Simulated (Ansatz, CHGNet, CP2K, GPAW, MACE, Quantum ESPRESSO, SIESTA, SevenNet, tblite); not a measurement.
## H15W3C3S4N3 (P-1) (56 atoms): one structure in several programs

Aim: run H15W3C3S4N3 (P-1) (56 atoms) in several programs and set results and cost side by side. A plane-wave run serves as the reference.

Calculated with Ansatz 0.2.0; Kohn-Sham DFT, PBE, PAW, plane waves.

### 1. Starting point

The cell holds 56 atoms: 30 H, 6 W, 6 C, 8 S and 6 N. Its edges and angles: a = 9.085 Å, b = 9.160 Å, c = 9.566 Å, α = 103.7°, β = 116.6°, γ = 106.3°. It derives from H15W3C3S4N3 (P-1), repeated 1×1×1. H15W3C3S4N3, space group P-1, structure from the Crystallography Open Database, 1 x 1 x 1 conventional cells; positions as listed; bonds to H set to neutron lengths (C-H 1.089, N-H 1.015, O-H 0.983, B-H 1.19 Å) where the listed ones are shorter. Then every atom was moved at random, 0.03 Å r.m.s. a Cartesian component (hydrogen 0.6 of that).

Structure file:

```
H W C S N
1.0
     9.08470    0.00000    0.00000
    -2.56559    8.79358    0.00000
    -4.28655   -3.61609    7.74969
H W C S N
30 6 6 8 6
Direct
  0.03860 0.50502 0.36763
  0.96740 0.50470 0.63846
  0.82023 0.43515 0.31720
  0.17254 0.56601 0.68133
  0.64486 0.99033 0.97029
  0.35290 0.01008 0.03282
  0.84148 0.04462 0.98809
  0.15735 0.95624 0.01014
  0.49218 0.86079 0.52284
  0.51138 0.13901 0.47762
  0.39821 0.83833 0.32003
  0.59712 0.15946 0.67404
  0.82269 0.29114 0.07650
  0.17798 0.70549 0.92046
  0.93786 0.49101 0.08757
  0.05836 0.50756 0.91410
  0.71387 0.42608 0.03440
  0.28319 0.56967 0.95830
  0.61834 0.78930 0.73106
  0.38071 0.20554 0.26619
  0.57723 0.69844 0.86445
  0.42658 0.30634 0.13775
  0.78898 0.75792 0.88726
  0.20205 0.23947 0.10757
  0.24246 0.59113 0.33047
  0.75272 0.40733 0.66944
  0.45610 0.57725 0.43952
  0.54275 0.41586 0.55676
  0.36443 0.56263 0.22799
  0.64078 0.44524 0.77622
  0.98036 0.78602 0.41932
  0.03605 0.22568 0.59756
  0.89691 0.99992 0.28405
  0.11372 0.01628 0.72602
  0.76707 0.91618 0.46543
  0.22786 0.08273 0.52852
  0.84273 0.41992 0.11009
  0.15914 0.57365 0.89179
  0.67978 0.78793 0.86146
  0.31384 0.20568 0.13515
  0.37485 0.62179 0.34671
  0.62136 0.38060 0.65141
  0.71322 0.12571 0.34087
  0.29207 0.87401 0.66200
  0.66304 0.71092 0.17853
  0.33694 0.28460 0.80846
  0.08351 0.86220 0.24138
  0.90905 0.12663 0.74836
  0.86307 0.72749 0.59691
  0.14069 0.27323 0.40079
  0.91711 0.50673 0.29421
  0.09029 0.49309 0.70711
  0.75094 0.96071 0.99690
  0.24625 0.04132 0.99887
  0.47433 0.80808 0.41389
  0.51950 0.19532 0.59196
```

### 2. Reference: Ansatz, plane waves

The PAW files are the set soft_2.

Input file input.yaml:

```yaml
crystal:
  lattice:
    - [9.0847, 0.0, 0.0]
    - [-2.56559, 8.79358, 0.0]
    - [-4.28655, -3.61609, 7.74969]
  atoms:
    - { symbol: H, position: [0.0386, 0.50502, 0.36763] }
    - { symbol: H, position: [0.9674, 0.5047, 0.63846] }
    - { symbol: H, position: [0.82023, 0.43515, 0.3172] }
    - { symbol: H, position: [0.17254, 0.56601, 0.68133] }
    [... 46 atom lines left out ...]
    - { symbol: "N", position: [0.91711, 0.50673, 0.29421] }
    - { symbol: "N", position: [0.09029, 0.49309, 0.70711] }
    - { symbol: "N", position: [0.75094, 0.96071, 0.9969] }
    - { symbol: "N", position: [0.24625, 0.04132, 0.99887] }
    - { symbol: "N", position: [0.47433, 0.80808, 0.41389] }
    - { symbol: "N", position: [0.5195, 0.19532, 0.59196] }
kpoints:
  mp_grid: { grid: [1, 1, 1] }
hamiltonian:
  xc: pbe
scf:
  occupations: { method: fermi_dirac, width: 0.05 }
output:
  forces: true
  eigenvalues: true
  populations: true
  stress: true
```

Launch:

```sh
$ ansatz run input.yaml --threads 4 --pin off --max-ram 15872MiB --backend cpu --events-out ev --progress --plain --runs-dir out
```

Numbers of over 12 decimals in the logs are rounded to 6 here.

Log:

```text
[...]
Pseudopotentials: kind: paw
Pseudopotential: H, paw, valence charge 1, recommended cutoff 420 eV (normal), H.paw.azcp
Pseudopotential: W, paw, valence charge 14, recommended cutoff 420 eV (normal), W.paw.azcp
Pseudopotential: C, paw, valence charge 4, recommended cutoff 420 eV (normal), C.paw.azcp
Pseudopotential: S, paw, valence charge 6, recommended cutoff 420 eV (normal), S.paw.azcp
Pseudopotential: N, paw, valence charge 5, recommended cutoff 420 eV (normal), N.paw.azcp
[... 5 lines on functional and potentials left out ...]
Crystal: 56 atoms, lattice volume = 619.100 Å³
Basis set: ecut = 420 eV, 12113 PW (Γ), exchange–correlation on 128×128×128 points (8 copies of the dense FFT grid, shifted against one another)
Bands: 164, of which v1, the nominal top of the filled ones, is band 108 counted from 1 (107 counted from 0)
Symmetry: 1 space group operations
Space group: P1 (ITA 1), of the structure as read, at distance tolerance 8.5e-5 Å
k-points: 1
[... 11 lines on functional and potentials left out ...]
Initial density: superposition of atomic densities (neutral atoms: chi_scale 0, normalization atom), corrected by the library's trained network
Initial wavefunctions: pseudopotential atomic-orbital guess
[...]
SCF iter   1: F=—  HF=-73826.825727 eV  |F-HF|=—  |Δ(HF+E_count)|=         —  Δρ=9.90e-3  dr2=1.29e0  ethr=1.77e-3  ⟨swp⟩=6.0  Hψ=718  notcnv=0  defer=4
preconditioner: auto → Resta (q_TF=auto, 2.289 Å⁻¹)  ε∞=3.5  [insulator: Δε(μ)=0.639 eV  Ē_g=12.312 eV  σ=0.050 eV  W_gap=1.00  n_scr=128 (ndim 8)  ℏωp=19.3 eV  f_vac=0.098  D(μ)=0.16/eV (n_scr^D=0)  ε∞_Penn≈3.5]
[...]
SCF iter  13: F=—  HF=-73826.566097 eV  |F-HF|=—  |Δ(HF+E_count)|=   2.72e-7  Δρ=3.24e-6  dr2=1.44e-7  ethr=3.60e-10  ⟨swp⟩=2.0  Hψ=181  notcnv=0  defer=46
SCF iter  14: F=-73826.566097 eV  HF=-73826.566097 eV  |F-HF|=1.11e-8  |Δ(HF+E_count)|=   5.13e-8  Δρ=1.16e-6  dr2=8.34e-9  ethr=4.63e-11  ⟨swp⟩=12.0  Hψ=938  notcnv=0
SCF 1 converged in 14 iterations: F = -73826.566097 eV  dr2 = 8.34e-9
[...]
SCF converged after 14 iterations
Free energy (F): -73826.566097 eV
Harris-Foulkes:  -73826.566097 eV  (|F-HF|=1.11e-8)
Internal energy: -73826.558977 eV  (E = F + TS)
E sigma→0 (E₀):  -73826.562537 eV
Entropy (-TS):   -0.007120 eV (-0.127 meV/atom)
Fermi energy:    5.429857 eV
--- Per-component energies (eV) ---
[...]
Σ components = -73826.566097   (vs F -73826.566097, Δ=0.00e0)
--- Forces (eV/Å), atoms counted from 1 ---
  atom   1  H      0.24511822    -0.58373806     0.06269469
  atom   2  H      0.91319446    -0.33479780     0.51007356
  atom   3  H      1.53158768     1.11523893    -0.03304205
  atom   4  H      0.49678706     0.35062840     0.13745812
[...]
atom  56  N     -0.17562282     1.39053363    -2.16971997
  max |Σ_I F_I| component: 3.53e-5 eV/Å
--- Stress (GPa, compression-positive) ---
        4.448502       0.212298       0.233303
        0.212298       2.285119      -0.137585
        0.233303      -0.137585       3.789476
  P = ⅓ Tr σ = 3.5077 GPa (35.077 kbar)
--- Band table (eV) ---
  k-point 0: bands = ["-67.9579", "-67.8771", "-67.8439", "-67.8270", [... 148 levels ...], "12.5871", "12.7651", "12.8670", "12.9622", "12.9867", "13.1592", "13.1721", "13.2942", "13.4392", "13.4913", "13.6517", "13.7760"]
--- Löwdin populations: 56 sites ---
  site symbol       q [e]
     0      H      0.7092
     1      H      0.7174
     2      H      0.7087
[...]
55      N      5.4790
  spilling = 0.009566 (of n_electrons = 216.000000)
```

It took 5.1 s on 4 threads of Arm Neoverse V1, shared host; peak memory 0.72 GiB.

Reading the cycles: dr2 is the Hartree energy of the density residual (eV), the measure of convergence; HF is the Harris–Foulkes estimate of the energy, which meets the free energy F at convergence.

Read from the output:

* free energy: -73826.5661 eV
* free energy per atom: -1318.3315 eV/atom
* SCF cycles: 14
* pressure: 3.508 GPa
* r.m.s. force component: 0.8714 eV/Å
* longest force: 4.572 eV/Å
* Fermi energy: 5.43 eV
* gap (highest filled to lowest empty level): 0.5431 eV
* spilling of the projection: 0.009566

Length of the force by element:

```csv
element,coordination,atoms,mean length of the force (eV/Å),spread,least,most
C,all,6,1.99,0.731,0.810,2.89
H,all,30,0.944,0.705,0.207,3.44
N,all,6,2.22,1.26,0.411,4.57
S,all,8,0.761,0.574,0.163,1.80
W,all,6,1.37,0.426,0.663,1.87
```

Löwdin charges by element (they lack the spilled electrons, 0.037 e an atom on average):

```
element  coordination  atoms  mean charge (e)  spread   least    most
      C           all      6           -0.329  0.0099  -0.340  -0.315
      H           all     30            0.234  0.0584   0.159   0.314
      N           all      6           -0.477  0.0119  -0.492  -0.462
      S           all      8           -0.418  0.0672  -0.503  -0.283
      W           all      6            0.537  0.0111   0.523   0.553
```

The levels nearest the highest filled one (over half full), pooled over k-points and spins:

```csv
level less the highest filled one (eV),occupation
-0.331,2
-0.298,2
-0.289,2
-0.158,2
-0.0799,2.00
0,1.99
0.543,0.009
0.634,0.001
3.22,0
3.30,0
3.45,0
3.50,0
```

The run ends at a pressure of 3.51 GPa, with forces up to 4.6 eV/Å.

### 3. The ladder

The programs:
- CHGNet: machine-learned potential, published weights.
- CP2K 2026.2: Gaussian basis with GTH pseudopotentials and a plane-wave density; labels give functional, basis (MOLOPT sets; SR short-range, UZH the newer set with its own potentials), grid cutoff/relative cutoff and solver (OT: orbital transformation; TRS4, TC2, SIGN: linear-scaling purification with its sparsity filter), or its built-in tight binding.
- GPAW 26.7.0: PAW with atomic orbitals (LCAO), plane waves or a real-space grid of spacing h.
- MACE: machine-learned potential, published weights.
- Quantum ESPRESSO 7.5: plane waves; labels (QE) give functional, pseudopotential set and cutoffs of waves/density.
- SIESTA 5.4.2: numerical atomic orbitals, whose automatically made sets are far from complete, with PseudoDojo norm-conserving potentials that we converted to its format (checked against plane waves on the same files for H, C, O, Si, Ge and Ca alone); labels give functional, basis size, energy shift and mesh cutoff.
- SevenNet: machine-learned potential, published weights.
- tblite 0.8.0: extended tight binding, driven from Python.

All use the same cell and atoms; the electronic-structure runs use the same k-mesh, and an electronic temperature of 580 K (0.05 eV) where levels are smeared.

Differences are against the plane-wave reference, forces as r.m.s. over components; share is that over the reference's r.m.s. force, slope the least-squares factor from reference forces to these. Total energies of different programs have different zeros and aren't compared.

```csv
run,"Δ force, r.m.s. (meV/Å)",share (%),slope,Δ pressure (GPa),Δ gap (eV),cores,CPU time,memory (GiB)
reference,-,-,-,-,-,4,18 s,0.72
CHGNet 0.3.0 potential,245,28.1,0.914,0.338,-,1,4.3 s,1.1
"CP2K GFN1-xTB, diagonalisation",870,99.8,1.122,1.82,-,1,4.2 s,0.2
"CP2K LDA, DZVP-MOLOPT-SR, 600/50 Ry, diagonalisation",345,39.6,1.019,-6.57,0.0248,2,4.8 min,2.2
"CP2K PBE, DZVP-UZH, 420/50 Ry, diagonalisation (coarse)",67.1,7.70,1.024,0.0665,0.0023,2,5.6 min,1.6
"CP2K PBE, DZVP-UZH, 600/50 Ry, diagonalisation",67.0,7.68,1.025,0.0661,0.0023,4,6 min,3.2
"CP2K PBE, DZVP-UZH, 600/70 Ry, diagonalisation",66.9,7.68,1.025,0.0661,0.0023,4,7.4 min,3.2
"CP2K PBE, DZVP-UZH, 840/50 Ry, diagonalisation",66.9,7.68,1.025,0.066,0.0023,4,7.8 min,4.8
"CP2K PBE, SZV-MOLOPT-SR, 600/50 Ry, diagonalisation (coarse)",645,74.0,1.181,2.65,0.0908,1,3.4 min,2.2
"CP2K PBE, TZVP-UZH, 600/50 Ry, diagonalisation",66.6,7.64,1.008,-0.0783,-0.0031,4,6.1 min,3.3
"CP2K PBEsol, PBE potentials, DZVP-UZH, 600/50 Ry, diagonalisation",191,21.9,1.061,-1.63,-0.008,4,6 min,3.2
"GPAW PBE, LCAO dzp, h 0.16 Å",334,38.3,1.164,-,0.0152,1,2 min,0.86
"GPAW PBE, LCAO dzp, h 0.18 Å",335,38.4,1.166,-,0.0151,1,96 s,0.7
"GPAW PBE, LCAO dzp, h 0.18 Å, other mixer settings",335,38.5,1.166,-,0.0154,1,2.3 min,0.66
"GPAW PBE, LCAO szp(dzp), h 0.18 Å (coarse)",1075,123,1.406,-,0.0331,1,74 s,0.65
"GPAW revPBE, LCAO dzp, h 0.18 Å",310,35.6,1.158,-,0.0254,1,96 s,0.7
MACE MP-0b2 small potential,214,24.6,0.931,-0.846,-,1,7.9 s,0.67
"QE PBE, dojo-0.4.1-standard, 80/320 Ry",41.7,4.79,0.982,-0.176,-0.0015,2,3.4 min,0.76
"QE PBE, gbrv-1.5, 40/200 Ry",122,14.0,1.074,0.113,7.0e-4,2,2.2 min,0.89
"QE PBE, sssp-1.3.0-efficiency, 60/480 Ry",20.4,2.35,1.002,0.0596,-1.0e-4,2,6.5 min,2.8
"SIESTA PBE, DZ, shift 0.01 Ry, mesh 500 Ry (coarse)",524,60.2,1.220,3.33,0.0243,1,85 s,0.6
"SIESTA PBE, DZP, shift 0.01 Ry, mesh 100 Ry (coarse)",375,43.1,1.185,3.08,0.0267,1,34 s,0.29
"SIESTA PBE, DZP, shift 0.01 Ry, mesh 500 Ry",374,42.9,1.186,2.93,0.0261,2,3.3 min,1.1
"SIESTA PBE, DZP, shift 0.04 Ry, mesh 500 Ry (coarse)",219,25.1,1.101,-7.28,0.0078,1,1.8 min,0.65
"SIESTA PBE, SZ, shift 0.01 Ry, mesh 500 Ry (coarse)",1967,226,1.782,11.6,0.194,1,66 s,0.51
SevenNet 0 potential,204,23.4,0.891,-1.78,-,1,9.3 s,0.85
tblite GFN1-xTB,869,99.7,1.123,1.85,-,1,2.3 s,0.1
```

Rows marked coarse were listed beforehand as settings not expected to be converged; some can still land near the reference.

Times of the machine-learned potentials are mostly Python's start and the loading of weights.

CPU time is summed over cores on a shared host, where runs went side by side, so it is rough. Symmetry, cutoffs, thresholds, outputs and thread counts weren't matched or tuned between programs; memory under MPI is the largest rank's times the ranks.

Runs without a result: CP2K PBE+rVV10L, DZVP-UZH, 600/50 Ry, diagonalisation (stopped at the start: CPASSERT failed).

Mean charges by element (e), by run and scheme:

```csv
run,scheme,H,W,C,S,N
reference,Löwdin,+0.23,+0.54,-0.33,-0.42,-0.48
"CP2K GFN1-xTB, diagonalisation",Mulliken,+0.11,+0.32,+0.05,-0.39,-0.39
"CP2K LDA, DZVP-MOLOPT-SR, 600/50 Ry, diagonalisation",Mulliken,+0.12,-0.22,-0.26,+0.02,-0.14
"CP2K LDA, DZVP-MOLOPT-SR, 600/50 Ry, diagonalisation",Hirshfeld,+0.06,+0.14,-0.09,-0.15,-0.14
"CP2K PBE, DZVP-UZH, 420/50 Ry, diagonalisation",Mulliken,+0.16,+0.12,-0.18,-0.27,-0.39
"CP2K PBE, DZVP-UZH, 420/50 Ry, diagonalisation",Hirshfeld,+0.06,+0.12,-0.08,-0.14,-0.13
"CP2K PBE, DZVP-UZH, 600/50 Ry, diagonalisation",Mulliken,+0.16,+0.12,-0.18,-0.27,-0.39
"CP2K PBE, DZVP-UZH, 600/50 Ry, diagonalisation",Hirshfeld,+0.06,+0.12,-0.08,-0.14,-0.13
"CP2K PBE, DZVP-UZH, 600/70 Ry, diagonalisation",Mulliken,+0.16,+0.12,-0.18,-0.27,-0.39
"CP2K PBE, DZVP-UZH, 600/70 Ry, diagonalisation",Hirshfeld,+0.06,+0.12,-0.08,-0.14,-0.13
"CP2K PBE, DZVP-UZH, 840/50 Ry, diagonalisation",Mulliken,+0.16,+0.12,-0.18,-0.27,-0.39
"CP2K PBE, DZVP-UZH, 840/50 Ry, diagonalisation",Hirshfeld,+0.06,+0.12,-0.08,-0.14,-0.13
"CP2K PBE, TZVP-UZH, 600/50 Ry, diagonalisation",Mulliken,+0.14,+0.40,-0.05,-0.41,-0.48
"CP2K PBE, TZVP-UZH, 600/50 Ry, diagonalisation",Hirshfeld,+0.06,+0.12,-0.08,-0.14,-0.14
"CP2K PBEsol, PBE potentials, DZVP-UZH, 600/50 Ry, diagonalisation",Mulliken,+0.17,+0.07,-0.19,-0.24,-0.41
"CP2K PBEsol, PBE potentials, DZVP-UZH, 600/50 Ry, diagonalisation",Hirshfeld,+0.06,+0.10,-0.08,-0.13,-0.13
"SIESTA PBE, DZP, shift 0.01 Ry, mesh 500 Ry",Hirshfeld,+0.04,+0.21,-0.04,-0.21,-0.08
tblite GFN1-xTB,Mulliken,+0.11,+0.28,+0.05,-0.37,-0.38
```

The reference's Löwdin charges lack the electrons that the projection spills, 0.037 e an atom on average.

Within one program, basis, potentials and functional, energies share a zero. Each run against its twin at the usual cutoff or grid and solver:

| run | twin | Δ energy (meV/atom) | Δ force, r.m.s. (meV/Å) | CPU time over the twin's |
| --- | --- | --- | --- | --- |
| CP2K PBE, DZVP-UZH, 420/50 Ry, diagonalisation | DZVP-UZH, 600/50 Ry, diagonalisation | -0.0048 | 1.33 | 0.93 (this twin ran on 4 cores) |
| CP2K PBE, DZVP-UZH, 600/70 Ry, diagonalisation | DZVP-UZH, 600/50 Ry, diagonalisation | 8.0e-4 | 0.101 | 1.2 |
| CP2K PBE, DZVP-UZH, 840/50 Ry, diagonalisation | DZVP-UZH, 600/50 Ry, diagonalisation | 0.0016 | 0.354 | 1.3 |
| GPAW PBE, LCAO dzp, h 0.16 Å | LCAO dzp, h 0.18 Å | -35.1 | 24.6 | 1.2 |
| GPAW PBE, LCAO dzp, h 0.18 Å, other mixer settings | LCAO dzp, h 0.18 Å | 0 | 2.63 | 1.5 |
| SIESTA PBE, DZP, shift 0.01 Ry, mesh 100 Ry | DZP, shift 0.01 Ry, mesh 500 Ry | -5.63 | 19.2 | 0.17 (this twin ran on 2 cores) |

### 4. Summary of results

- reference r.m.s. force component: 0.871 eV/Å
- nearest in forces: QE PBE, sssp-1.3.0-efficiency, 60/480 Ry, 2.3 %
- farthest in forces: SIESTA PBE, SZ, shift 0.01 Ry, mesh 500 Ry (coarse), 226 %
- cheapest electronic-structure run beside the reference: tblite GFN1-xTB, 2.3 s of CPU time

In words: PBE on plane waves or a grid with other potentials, cutoffs or grids, coarse settings apart, differs from the reference by 2.3 % (QE PBE, sssp-1.3.0-efficiency, 60/480 Ry) to 14 % (QE PBE, gbrv-1.5, 40/200 Ry) of the r.m.s. force; this holds the reference's own error, so differences of a few per cent don't tell which side is nearer the exact PBE result (QE's 80 Ry are 1088 eV, against the reference's 420 eV). QE PBE, gbrv-1.5, 40/200 Ry stands apart from the other plane-wave or grid runs, so its own grid or potentials are the likelier cause. The PBE runs in local orbitals, coarse settings apart, differ by 7.6 % (CP2K PBE, TZVP-UZH, 600/50 Ry, diagonalisation) to 43 % (SIESTA PBE, DZP, shift 0.01 Ry, mesh 500 Ry); basis, grid and potentials can all enter. Tight binding differs by 100 % in each run; it is another model, with fitted parameters of its own, and the xTB methods hold dispersion. Machine-learned potentials differ by 23 % (SevenNet 0 potential) to 28 % (CHGNet 0.3.0 potential); they were trained on other programs' data. Rows with another functional or a dispersion term differ by 22 % (CP2K PBEsol, PBE potentials, DZVP-UZH, 600/50 Ry, diagonalisation) to 40 % (CP2K LDA, DZVP-MOLOPT-SR, 600/50 Ry, diagonalisation), which mixes the change of model with differences of basis and potentials, some of them made for another functional. CP2K GFN1-xTB, diagonalisation needed 77 SCF steps, so its time overstates the method's usual cost. Runs with settings chosen to be coarse differ by 7.7 % (CP2K PBE, DZVP-UZH, 420/50 Ry, diagonalisation) to 226 % (SIESTA PBE, SZ, shift 0.01 Ry, mesh 500 Ry), their programs' other errors included. Of the electronic-structure runs that take under half the reference's CPU time, tblite GFN1-xTB is among the nearest, at 100 % in 2.3 s against 18 s, too far off to be of use; its pressure misses by +1.8 GPa. SIESTA PBE, DZP, shift 0.04 Ry, mesh 500 Ry stiffens the forces by a factor of 1.10 while following their directions (correlation 0.979). At the same functional, gaps differ from the reference's 0.543 eV by between -0.00 and +0.19 eV. These are spacings on the run's k-points, which needn't hold the band edges. In pressure, SIESTA PBE, SZ, shift 0.01 Ry, mesh 500 Ry misses by +11.6 GPa, at the same functional. Charges hang on model, scheme and program or settings: among these rows the mean for W runs from -0.22 to +0.54 e, even in sign. In the reference: filled and empty levels are parted by 0.543 eV at Γ alone; the mesh holds the band edges only if they fold onto it, so the gap at this level can be narrower or closed. In the reference: mean Löwdin charges: C -0.33, H +0.23, N -0.48, S -0.42, W +0.54 e (they miss 0.96 % of the electrons, so they add up to more than the cell's charge). Periodic xTB results under one method name differ between programs and library versions. With short bonds to hydrogen, sets of potentials differ among themselves by several per cent in forces even at converged cutoffs, so the reference isn't exact here either. GBRV, made for solids, lies farthest in such cells, whatever the cutoff. Machine-learned potentials mimic data converged in k, so the reference's own k-point error enters their differences. The reference's PBE has no dispersion term, which matters for the binding between molecules or layers. The reference's pressure of 3.5 GPa belongs to a cell and atoms that aren't relaxed at this level. The runs have no spin polarisation, so moments on W can't form, and no Hubbard term. The electronic-structure runs sample only Γ, in a cell whose shortest periodic width is 7 Å. Spin–orbit coupling is left out, which matters for the levels of the heavy elements.

[Also dropped from logs without a mark: logging warnings of Python, and SIESTA's first energy breakdown and zero terms.]

[Logs are printed without paths, hosts, clocks, repeated set-up lines and the standing remarks that a program may print on its own settings, such as how far it seeks lower states.]

[Hosts, paths, dates, database ids (printed as entryN), source tags and the programs' standing remarks are cut or masked in the printed files.]
